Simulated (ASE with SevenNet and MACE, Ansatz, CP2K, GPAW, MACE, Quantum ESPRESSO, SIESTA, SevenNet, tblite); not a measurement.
## Machine-learned potentials runs on amorphous Zn12Cd27Se39 (78 atoms)

How do the settings of machine-learned potentials change the result for amorphous Zn12Cd27Se39 (78 atoms)? A plane-wave run serves as the yardstick.

Main program and level: ASE with SevenNet and MACE; the method is named at each step.

## 1. Set-up

The cell holds 78 atoms: 12 Zn, 27 Cd and 39 Se. Its edges and angles: a = 12.774 Å, b = 12.774 Å, c = 12.774 Å, α = 90.0°, β = 90.0°, γ = 90.0°. 78 atoms (12 Zn, 27 Cd, 39 Se) placed at random at 5.5 g/cm³, melted at 2500 K for 10 ps at fixed volume with the Stillinger-Weber II-VI potential (Zhou et al., Phys. Rev. B 88, 085309 (2013)). Quenched from 2500 K to 100 K at 50 K/ps and fixed volume, held 5 ps. Then every atom was moved at random, 0.02 Å r.m.s. a Cartesian component.

The yardstick, on the same geometry:

- method: Kohn-Sham DFT, PBE, SSSP efficiency 1.3.0 pseudopotentials, plane waves (Quantum ESPRESSO 7.5); sssp-pbe-1.3.0-efficiency, cutoffs 45/360 Ry, Γ point
- r.m.s. force component: 0.4128 eV/Å
- longest force: 1.662 eV/Å
- pressure: 0.6703 GPa
- time: 28 min on 1 thread of Arm Neoverse V2, shared host
- CPU time: 28 min

## 2. SevenNet l3i5 potential

Method: machine-learned interatomic potential SevenNet l3i5, trained on PBE(+U) plane-wave data.

File run.py:

```python
import numpy as np
from ase.io import read
import mlip  # loads the published weights by name

atoms = read("structure.xyz")
atoms.calc = mlip.calc("7net-l3i5")
energy = atoms.get_potential_energy()
forces = atoms.get_forces()
print(f"energy {energy:.6f} eV")
print("forces (eV/A)")
for i, (a, f) in enumerate(zip(atoms, forces)):
    print(f"{i:4d} {a.symbol:2s} {f[0]:10.5f} {f[1]:10.5f} {f[2]:10.5f}")
stress = -atoms.get_stress(voigt=False) * 160.21766
print("stress (GPa, compression positive)")
for row in stress:
    print(" ".join(f"{x:10.4f}" for x in row))
```

File structure.xyz:

```xyz
78
Lattice="12.77450 0.00000 0.00000 0.00000 12.77450 0.00000 0.00000 0.00000 12.77450" Properties=species:S:1:pos:R:3 pbc="T T T"
Zn 9.02378 9.53859 4.57531
Zn 6.84764 4.45511 11.18765
Zn 9.72535 1.31284 10.14334
Zn 6.92020 0.79432 3.75902
Zn 2.48311 5.62410 8.14873
Zn 0.14882 3.88102 11.40265
Zn 10.33904 0.50970 5.53034
Zn 6.50695 0.55710 12.45641
Zn 5.85340 10.45631 2.40620
Zn 5.10814 3.73450 1.90315
Zn 2.67983 5.89007 3.90772
Zn 0.24565 12.40315 11.14115
Cd 7.00681 5.43849 4.69067
Cd 6.71159 9.11128 11.29930
Cd 9.62686 11.41798 1.07715
Cd 4.12348 2.36673 5.76283
Cd 9.98046 10.16735 9.58598
Cd 11.01328 6.66062 6.74698
Cd 9.39079 3.11826 1.04547
Cd 2.54890 1.11189 1.83940
Cd 4.74969 9.05623 5.63202
Cd 3.42344 2.45398 10.84785
Cd 5.23818 7.96733 1.82356
Cd 6.84394 11.77272 7.42646
Cd 7.92773 7.11527 1.50305
Cd 1.47341 12.55721 4.48053
Cd 3.07303 9.06849 9.14769
Cd 0.18945 3.28381 3.71138
Cd 0.77298 1.98810 7.97257
Cd 10.14525 6.45636 10.63004
Cd 7.93105 3.15645 7.50157
Cd 1.75713 9.55354 2.80055
Cd 0.42782 8.18743 10.47726
Cd 11.77592 6.75107 1.88807
Cd 3.31830 10.98390 12.31883
Cd 0.17463 10.48352 6.98944
Cd 3.18954 6.49238 12.37172
Cd 3.70895 11.85908 8.53426
Cd 7.23803 7.25068 8.08013
Se 9.92195 8.86218 2.18482
Se 11.03653 10.90265 5.17687
Se 3.95320 12.38475 5.83156
Se 3.51184 11.23121 1.99257
Se 4.72209 4.26017 12.33442
Se 6.92582 11.00268 4.65682
Se 7.56749 9.73621 8.99785
Se 4.42113 7.38034 7.74007
Se 7.09713 11.05263 0.38809
Se 9.37137 0.60411 3.04697
Se 3.24689 3.35854 8.25539
Se 9.89615 4.97605 8.45991
Se 11.57651 5.50862 4.12361
Se 11.78601 8.67222 8.37535
Se 12.00445 1.84528 1.79699
Se 1.67742 7.02955 1.89995
Se 5.60072 1.34401 1.83838
[... 18 atom lines left out ...]
Se 7.87420 6.69716 11.65213
Se 2.07279 9.33279 5.41192
Se 12.49819 11.33430 2.31793
Se 0.74373 10.28232 12.24270
```

On the command line:

```console
> OMP_NUM_THREADS=1 python run.py > output.txt
```

The program printed:

```text
energy -205.311020 eV
forces (eV/A)
   0 Zn    0.19036   -0.06459   -0.27456
   1 Zn    0.05994    0.14256   -0.42561
   2 Zn   -0.00760   -0.05964    0.06297
   3 Zn    0.71602   -0.18085   -0.08631
   4 Zn   -0.06425    0.41389   -0.51547
   5 Zn   -0.37445   -0.17724    0.06262
   6 Zn   -0.25484   -0.49746   -0.23473
   7 Zn   -0.16524    0.13319   -0.02545
   8 Zn   -0.01236    0.45218    0.20758
   9 Zn    0.30231   -0.16490    0.18135
  10 Zn   -0.69807   -0.13279    0.01967
  11 Zn    0.15434   -0.13173   -0.27737
  12 Cd    0.47874   -0.26288   -0.03424
  13 Cd    0.31776    0.00510    0.69533
  14 Cd    0.35524   -0.11831    0.44598
  15 Cd   -0.21420   -0.43940    0.81274
  16 Cd    0.68337    0.36485    0.19891
  17 Cd    0.44821   -0.46331   -0.61490
  18 Cd    0.86921   -0.22261    0.77820
  19 Cd    0.25599    0.13691   -0.11937
  20 Cd    0.05319    0.46958    0.01141
  21 Cd    0.04178    0.31340   -0.26674
  22 Cd   -0.34672   -0.02812   -0.43822
  23 Cd   -0.36218    0.25902   -0.35451
[...]
70 Se    0.09210    0.25754   -0.14423
  71 Se   -0.14618   -0.69644    0.57374
  72 Se    0.12582   -0.54482   -0.27878
  73 Se   -0.48892    0.04323   -0.29312
  74 Se   -0.74125    0.43183   -0.00443
  75 Se   -0.33008    0.12215    0.21011
  76 Se    0.36878    0.03707    0.37508
  77 Se   -0.21812   -0.51352    0.00394
stress (GPa, compression positive)
    1.3706    -0.4602     0.1390
   -0.4602     0.7076    -0.4976
    0.1390    -0.4976     1.0503
```

Wall time 13 s (1 thread of Arm Neoverse V2, shared host); peak memory 0.99 GiB.

Banners, paths, timers and routine set-up lines are dropped from the logs unmarked, and long logs keep their key lines alone; longer cuts are marked.

Against the reference:

```
r.m.s. force component                  : 0.4001 eV/Å
r.m.s. difference of force components   : 96.48 meV/Å
longest difference of force vectors     : 490 meV/Å
force difference over r.m.s. force      : 23.37 %
slope of forces against the reference's : 0.9426
correlation of force components         : 0.9723
pressure                                : 1.043 GPa
pressure difference                     : 0.3725 GPa
```

Length of the force difference by element (eV/Å):

```csv
element,atoms,mean,most
Cd,27,0.12,0.26
Se,39,0.17,0.49
Zn,12,0.12,0.25
```

Local excerpt of 10 atoms (numbers count through the whole input) about Se46, picked at random; x, y, z are measured from there.

```csv
atom,x,y,z,distance (Å),bonds,Fx,Fy,Fz (eV/Å)
Se46,0.00,0.00,0.00,0.00,4,-0.34,0.08,-0.61
Cd17,2.41,0.43,0.59,2.52,3,0.68,0.36,0.20
Cd14,-0.86,-0.62,2.30,2.53,4,0.32,0.01,0.70
Cd39,-0.33,-2.49,-0.92,2.67,4,-0.34,-0.84,0.07
Cd24,-0.72,2.04,-1.57,2.67,3,-0.36,0.26,-0.35
Se75,0.31,-3.04,2.65,4.05,4,-0.74,0.43,0.00
Se47,-3.15,-2.36,-1.26,4.13,4,0.25,-0.08,0.00
Se74,1.07,-2.38,-3.20,4.13,4,-0.49,0.04,-0.29
Se63,1.24,3.79,-1.21,4.17,4,0.69,-0.37,-0.15
Se60,-3.35,-1.03,2.44,4.27,4,-0.03,-0.26,0.52
```

Atoms are counted from 1 here, from 0 in the log.

Forces lie 23 % from the reference's, at 0.0042 times its CPU time.

## 3. MACE MPA-0 medium potential

Method: machine-learned interatomic potential MACE MPA-0 medium, trained on PBE(+U) plane-wave data.

Edit run.py of step 2 so:

```diff
@@ -5,3 +5,3 @@
 atoms = read("structure.xyz")
-atoms.calc = mlip.calc("7net-l3i5")
+atoms.calc = mlip.calc("mace-mpa-0-medium")
 energy = atoms.get_potential_energy()
```

structure.xyz is that of step 2.

The program printed:

```text
energy -205.251715 eV
forces (eV/A)
   0 Zn    0.13741   -0.05388   -0.35648
   1 Zn    0.11067    0.11178   -0.49680
   2 Zn    0.06052   -0.04309    0.07933
   3 Zn    0.75791   -0.15204   -0.13377
   4 Zn   -0.04095    0.37049   -0.59486
   5 Zn   -0.42281   -0.19516    0.05025
   6 Zn   -0.18775   -0.43102   -0.20277
   7 Zn   -0.11375    0.16482   -0.03346
   8 Zn    0.01920    0.37010    0.10916
   9 Zn    0.43668   -0.16056    0.13125
  10 Zn   -0.57512   -0.13582    0.07029
  11 Zn    0.06699   -0.15023   -0.40542
  12 Cd    0.46119   -0.25813   -0.06613
  13 Cd    0.31301   -0.03578    0.78028
  14 Cd    0.53208   -0.12971    0.54268
  15 Cd   -0.24136   -0.35657    0.76613
  16 Cd    0.68048    0.24062    0.26628
  17 Cd    0.47936   -0.51701   -0.61199
  18 Cd    0.80968   -0.23703    0.76088
  19 Cd    0.08230    0.04926    0.00294
  20 Cd   -0.04529    0.39220    0.01318
  21 Cd   -0.04124    0.28072   -0.32353
  22 Cd   -0.22606    0.04994   -0.44560
  23 Cd   -0.40414    0.26390   -0.26331
[...]
70 Se    0.15352    0.33088   -0.23759
  71 Se   -0.16966   -0.62698    0.59690
  72 Se    0.05544   -0.57979   -0.21817
  73 Se   -0.54537    0.06761   -0.21182
  74 Se   -0.72462    0.50792   -0.02280
  75 Se   -0.19638    0.15586    0.19263
  76 Se    0.35513   -0.03371    0.53855
  77 Se   -0.16521   -0.50182   -0.05755
stress (GPa, compression positive)
    1.5876    -0.5341     0.1275
   -0.5341     1.0654    -0.4822
    0.1275    -0.4822     1.4228
```

Wall time 7.3 s (1 thread); peak memory 0.86 GiB.

Compared with the plane-wave run:

```
r.m.s. force component                  : 0.4033 eV/Å
r.m.s. difference of force components   : 82.36 meV/Å
longest difference of force vectors     : 485.8 meV/Å
force difference over r.m.s. force      : 19.95 %
slope of forces against the reference's : 0.9575
correlation of force components         : 0.9799
pressure                                : 1.359 GPa
pressure difference                     : 0.6883 GPa
```

Against the first run (23 %), the force difference from the reference is 20 %, at 0.83 times the CPU time.

## 4. SevenNet 0 potential

Method: machine-learned interatomic potential SevenNet 0, trained on PBE(+U) plane-wave data.

Edit run.py of step 3 so:

```diff
@@ -5,3 +5,3 @@
 atoms = read("structure.xyz")
-atoms.calc = mlip.calc("mace-mpa-0-medium")
+atoms.calc = mlip.calc("7net-0")
 energy = atoms.get_potential_energy()
```

structure.xyz is that of step 3.

The program printed:

```text
energy -205.642960 eV
forces (eV/A)
   0 Zn    0.19503   -0.05428   -0.23845
   1 Zn    0.02881    0.16896   -0.45999
   2 Zn    0.04264   -0.05901    0.07255
   3 Zn    0.77232   -0.25307   -0.10779
   4 Zn   -0.07173    0.51236   -0.59254
   5 Zn   -0.37542   -0.17987    0.09724
   6 Zn   -0.22960   -0.51958   -0.21745
   7 Zn   -0.12574    0.12874   -0.03895
   8 Zn   -0.03015    0.47891    0.24562
   9 Zn    0.29362   -0.14651    0.13566
  10 Zn   -0.60204   -0.09192    0.06233
  11 Zn    0.15284   -0.12003   -0.28215
  12 Cd    0.40150   -0.31724   -0.09491
  13 Cd    0.34901   -0.03408    0.74056
  14 Cd    0.45276   -0.13037    0.47904
  15 Cd   -0.30266   -0.47295    0.84727
  16 Cd    0.70279    0.25277    0.17605
  17 Cd    0.42875   -0.54369   -0.48344
  18 Cd    0.89449   -0.21038    0.78420
  19 Cd    0.24379    0.04921    0.03716
  20 Cd    0.00593    0.49037    0.00829
  21 Cd   -0.04274    0.25611   -0.21941
  22 Cd   -0.14901    0.12263   -0.35667
  23 Cd   -0.38636    0.15867   -0.28176
[...]
70 Se    0.10980    0.23170   -0.06548
  71 Se   -0.16445   -0.71545    0.56049
  72 Se    0.09284   -0.58646   -0.23478
  73 Se   -0.42480    0.14738   -0.24827
  74 Se   -0.75395    0.33273    0.05501
  75 Se   -0.33678    0.05082    0.18633
  76 Se    0.42935    0.03192    0.41925
  77 Se   -0.14744   -0.38177   -0.05707
stress (GPa, compression positive)
    1.3198    -0.4204     0.1859
   -0.4204     0.8208    -0.4379
    0.1859    -0.4379     1.1164
```

It took 5.6 s on 1 thread; peak memory 0.78 GiB.

Compared with the plane-wave run:

```yaml
r_m_s_force_component: 0.3946 eV/Å
r_m_s_difference_of_force_components: 100.9 meV/Å
longest_difference_of_force_vectors: 484.9 meV/Å
force_difference_over_r_m_s_force: 24.45 %
slope_of_forces_against_the_reference_s: 0.9272
correlation_of_force_components: 0.9698
pressure: 1.086 GPa
pressure_difference: 0.4154 GPa
```

Against the first run (23 %), the force difference from the reference is 24 %, at 0.77 times the CPU time.

## 5. The ladder

Differences are against the plane-wave reference, forces as r.m.s. over components; share is that over the reference's r.m.s. force, slope the least-squares factor from reference forces to these. Total energies of different programs have different zeros and aren't compared.

```csv
run,"Δ force, r.m.s. (meV/Å)",share (%),slope,Δ pressure (GPa),cores,CPU time,memory (GiB)
reference,-,-,-,-,1,28 min,4.9
SevenNet l3i5 potential,96.5,23.4,0.943,0.372,1,7.2 s,0.99
MACE MPA-0 medium potential,82.4,20.0,0.958,0.688,1,6 s,0.86
SevenNet 0 potential,101,24.4,0.927,0.415,1,5.6 s,0.78
```

Times of the machine-learned potentials are mostly Python's start and the loading of weights.

CPU time is summed over cores on a shared host, where runs went side by side, so it is rough. Symmetry, cutoffs, thresholds, outputs and thread counts weren't matched or tuned between programs; memory under MPI is the largest rank's times the ranks.

## 6. Outcome

- nearest in forces: MACE MPA-0 medium potential, 20 %
- its CPU time: 6 s

Machine-learned potentials differ by 20 % (MACE MPA-0 medium potential) to 24 % (SevenNet 0 potential); they were trained on other programs' data. The reference's pressure holds the uncorrected Pulay stress of its 45 Ry basis, so small pressure differences, and their order, may be the reference's own error. Machine-learned potentials mimic data converged in k, so the reference's own k-point error enters their differences. The quench rate of 50 K/ps is many orders above laboratory rates, so the cell is likely richer in defects and strain than a real sample. The network of bonds at the start is that of the classical potential that made the cell, and needn't be the one that DFT or experiment would give. The electronic-structure runs sample only Γ, in a cell whose shortest periodic width is 13 Å, which is coarse for a cell with partly filled levels.

[Also dropped from logs without a mark: logging warnings of Python, and SIESTA's first energy breakdown and zero terms.]

[Logs are printed without paths, hosts, clocks, repeated set-up lines and the standing remarks that a program may print on its own settings, such as how far it seeks lower states.]

[Hosts, paths, dates, database ids (printed as entryN), source tags and the programs' standing remarks are cut or masked in the printed files.]
